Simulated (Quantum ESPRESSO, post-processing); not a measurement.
# Sc(0001), 4 layers: k-mesh convergence, part 3 of 3

Which setting serves for Sc(0001), 4 layers? The runs below step through one kind of setting.

Quantum ESPRESSO 7.5; plane-wave DFT, PBE, GBRV ultrasoft pseudopotentials.

So far. Step 5 (SCF with pw.x: 8×8×1 points): Counted from each run's own zero (the Fermi level), the vacuum level differs from the first run's by +1 meV. Step 6 (Self-consistent run: 6×6×1 points): Counted from each run's own zero (the Fermi level), the vacuum level differs from the first run's by +7 meV.

**7. Self-consistent run: 4×4×1 points**

The input, c5.in:

```
&control
  prefix = 'c5'
  outdir = './out'
  pseudo_dir = './pseudo'
  calculation = 'scf'
  tprnfor = .true.
/
&system
  ibrav = 0
  nat = 4
  ntyp = 1
  ecutwfc = 40
  ecutrho = 200
  occupations = 'smearing'
  smearing = 'mv'
  degauss = 0.02
  assume_isolated = 'esm'
  esm_bc = 'bc1'
/
&electrons
  conv_thr = 1e-07
  mixing_beta = 0.4
  electron_maxstep = 120
  mixing_mode = 'local-TF'
/
ATOMIC_SPECIES
  Sc  44.9559  sc_pbe_v1.uspp.F.UPF
CELL_PARAMETERS angstrom
  3.31000000000000 0.00000000000000 0.00000000000000
  1.65500000000000 2.86654408652649 0.00000000000000
  0.00000000000000 0.00000000000000 23.91421000000000
ATOMIC_POSITIONS crystal
  Sc  0.666666666700 0.666666666700 -0.165470864394
  Sc  0.000000000000 0.000000000000 -0.055156954798
  Sc  0.666666666700 0.666666666700 0.055156954798
  Sc  0.000000000000 0.000000000000 0.165470864394
K_POINTS automatic
  4 4 1 0 0 0
```

Launch:

```
$ OMP_NUM_THREADS=1 mpirun -n 4 pw.x -nk 1 -in c5.in > c5.out
```

Output:

```text
[banner, memory and clock lines left out]
Program PWSCF v.7.5 starts
[...]
Message from routine setup:
[...]
number of electrons       =        44.00
     number of Kohn-Sham states=           26
     kinetic-energy cutoff     =      40.0000  Ry
     charge density cutoff     =     200.0000  Ry
[...]
number of k points=     4  Marzari-Vanderbilt smearing, width (Ry)=  0.0200
[...]
Dense  grid:    73121 G-vectors     FFT dimensions: (  30,  30, 216)
[...]
negative rho (up, down):  8.650E-04 0.000E+00
     Starting wfcs are   52 randomized atomic wfcs
[...]
negative rho (up, down):  2.342E-05 0.000E+00
[...]
estimated scf accuracy    <       2.27002203 Ry
[...]
estimated scf accuracy    <       1.23555541 Ry
[...]
negative rho (up, down):  7.595E-08 0.000E+00
[...]
estimated scf accuracy    <       0.41076103 Ry
[...]
estimated scf accuracy    <       1.90603102 Ry
[...]
estimated scf accuracy    <       0.38767619 Ry
[...]
estimated scf accuracy    <       0.06991527 Ry
[...]
estimated scf accuracy    <       0.05599254 Ry
[...]
estimated scf accuracy    <       0.04963686 Ry
[...]
estimated scf accuracy    <       0.03616704 Ry
[...]
negative rho (up, down):  1.269E-07 0.000E+00
[...]
estimated scf accuracy    <       0.10176309 Ry
[...]
negative rho (up, down):  2.753E-07 0.000E+00
[...]
estimated scf accuracy    <       0.02662815 Ry
[...]
negative rho (up, down):  2.816E-04 0.000E+00
[...]
estimated scf accuracy    <       0.02418674 Ry
[...]
negative rho (up, down):  3.767E-04 0.000E+00
[...]
estimated scf accuracy    <       0.26681201 Ry
[...]
negative rho (up, down):  1.713E-03 0.000E+00
[...]
estimated scf accuracy    <       0.10768626 Ry
[...]
negative rho (up, down):  1.082E-03 0.000E+00
[...]
estimated scf accuracy    <       0.02338206 Ry
[...]
negative rho (up, down):  1.163E-03 0.000E+00
[...]
estimated scf accuracy    <       0.02408738 Ry
[...]
negative rho (up, down):  1.946E-04 0.000E+00
[...]
estimated scf accuracy    <       0.00283504 Ry
[...]
negative rho (up, down):  1.610E-04 0.000E+00
[...]
estimated scf accuracy    <       0.00467009 Ry
[...]
negative rho (up, down):  2.886E-04 0.000E+00
[...]
estimated scf accuracy    <       0.00162506 Ry
[...]
negative rho (up, down):  7.018E-04 0.000E+00
[...]
estimated scf accuracy    <       0.00009850 Ry
[...]
negative rho (up, down):  6.619E-04 0.000E+00
[...]
estimated scf accuracy    <       0.00003434 Ry
[...]
negative rho (up, down):  6.475E-04 0.000E+00
[...]
estimated scf accuracy    <       0.00001986 Ry
[...]
negative rho (up, down):  6.226E-04 0.000E+00
[...]
estimated scf accuracy    <       0.00009153 Ry
[...]
negative rho (up, down):  6.736E-04 0.000E+00
[...]
estimated scf accuracy    <       0.00004734 Ry
[...]
negative rho (up, down):  7.245E-04 0.000E+00
[...]
estimated scf accuracy    <       0.00000915 Ry
[...]
negative rho (up, down):  7.192E-04 0.000E+00
[...]
estimated scf accuracy    <       0.00000424 Ry
[...]
negative rho (up, down):  7.193E-04 0.000E+00
[...]
estimated scf accuracy    <       0.00000054 Ry
[...]
negative rho (up, down):  7.435E-04 0.000E+00
[...]
estimated scf accuracy    <       0.00000048 Ry
[...]
negative rho (up, down):  7.747E-04 0.000E+00
[...]
estimated scf accuracy    <       0.00000041 Ry
[...]
negative rho (up, down):  7.226E-04 0.000E+00
[...]
estimated scf accuracy    <       0.00000066 Ry
[...]
negative rho (up, down):  7.186E-04 0.000E+00
[...]
estimated scf accuracy    <       0.00000015 Ry
[...]
negative rho (up, down):  7.250E-04 0.000E+00
[...]
estimated scf accuracy    <       0.00000203 Ry
[...]
negative rho (up, down):  7.269E-04 0.000E+00
[...]
estimated scf accuracy    <       0.00000112 Ry
[...]
negative rho (up, down):  7.287E-04 0.000E+00
[...]
the Fermi energy is    -3.5938 ev
!    total energy              =    -377.17683722 Ry
     estimated scf accuracy    <       0.00000003 Ry
     smearing contrib. (-TS)   =      -0.00883703 Ry
     internal energy E=F+TS    =    -377.16800019 Ry
[...]
one-electron contribution =    4507.76888583 Ry
     hartree contribution      =   -2267.59436529 Ry
     xc contribution           =     -53.10836155 Ry
     ewald contribution        =   -2564.23415918 Ry
     convergence has been achieved in  34 iterations
     negative rho (up, down):  7.287E-04 0.000E+00
[...]
Total force =     0.019187     Total SCF correction =     0.001024
[...]
```

Run time: 11 s. Hardware: 4 MPI ranks of AMD EPYC 9R45, shared host; peak memory 0.4 GiB.

Read from the output:

```
free energy                                                    : -5131.7523 eV
Fermi energy                                                   : -3.594 eV
vacuum line at the lower end of the cell, over the Fermi level : 3.594 eV
vacuum line at the upper end of the cell, over the Fermi level : 3.594 eV
```

The program's own clock; routines nest. Time by routine:

| routine | wall time (s) | calls |
| --- | --- | --- |
| PWSCF | 10.45 | 1 |
| electrons | 9.53 | 1 |
| c_bands | 4.65 | 34 |
| cegterg | 4.44 | 137 |
| h_psi | 3.47 | 942 |
| fftw | 3.46 | 23308 |
| vloc_psi | 3.09 | 942 |
| sum_band | 2.05 | 34 |
| newd | 1.31 | 35 |
| mix_rho | 1.24 | 34 |
| ffts | 1.06 | 3908 |
| init_run | 0.78 | 1 |
| hinit0 | 0.31 | 1 |
| cdiaghg | 0.31 | 938 |

Counted from each run's own zero (the Fermi level), the vacuum level differs from the first run's by +14 meV.

**8. The series side by side**

All levels:

| level | vacuum level over the Fermi level (eV) | its change from the first (meV) | energy from the first (meV an atom) | SCF iterations | wall time (s) | peak memory (GiB) | CPU time (s) |
| --- | --- | --- | --- | --- | --- | --- | --- |
| 22×22×1 points | 3.58 | 0 | 0 | 29 | 64.63 | 0.56 | 257.7 |
| 16×16×1 points | 3.583 | 3.1 | 0.001361 | 27 | 38.87 | 0.62 | 154.7 |
| 11×11×1 points | 3.582 | 1.6 | 0.007347 | 27 | 25.03 | 0.55 | 99.37 |
| 8×8×1 points | 3.581 | 0.7 | 0.578 | 27 | 20.18 | 0.57 | 79.94 |
| 6×6×1 points | 3.587 | 6.5 | -1.667 | 33 | 16.82 | 0.52 | 66.53 |
| 4×4×1 points | 3.594 | 13.6 | 22.42 | 34 | 11.08 | 0.4 | 43.61 |

**9. What came out**

| Quantity | Value |
| --- | --- |
| vacuum level over the Fermi level, 22×22×1 points | 3.580 eV |
| cheapest step of the main series that, with all steps before it, keeps the vacuum level within 20 meV of the first | 4×4×1 points: +14 meV, 44 s of CPU time against 4.3 min |
| setting with the largest shift of the level | 4×4×1 points: +14 meV |

**Reading.** The cheapest step of the main series that, with all steps before it, keeps the vacuum level within 20 meV of the first is 4×4×1 points: +14 meV, 44 s of CPU time against 4.3 min. Over the series the energy moves by up to 22.4 meV an atom and the vacuum level by up to 14 meV. The error doesn't fall steadily with the mesh, as is usual for a Fermi surface. The times come from a shared host and are rough. Peak memory is sampled during the run and can miss the peak. The geometry is as built, not relaxed.

[Logs are printed without paths, hosts, clocks, repeated set-up lines and the standing remarks that a program may print on its own settings, such as how far it seeks lower states.]

[Hosts, paths, dates, database ids (printed as entryN), source tags and the programs' standing remarks are cut or masked in the printed files.]

[Maps of the electrostatic potential energy from Ansatz leave out the sawtooth potential of an applied field or a dipole correction, so their vacuum need not be flat; planar profiles and work functions include it.]
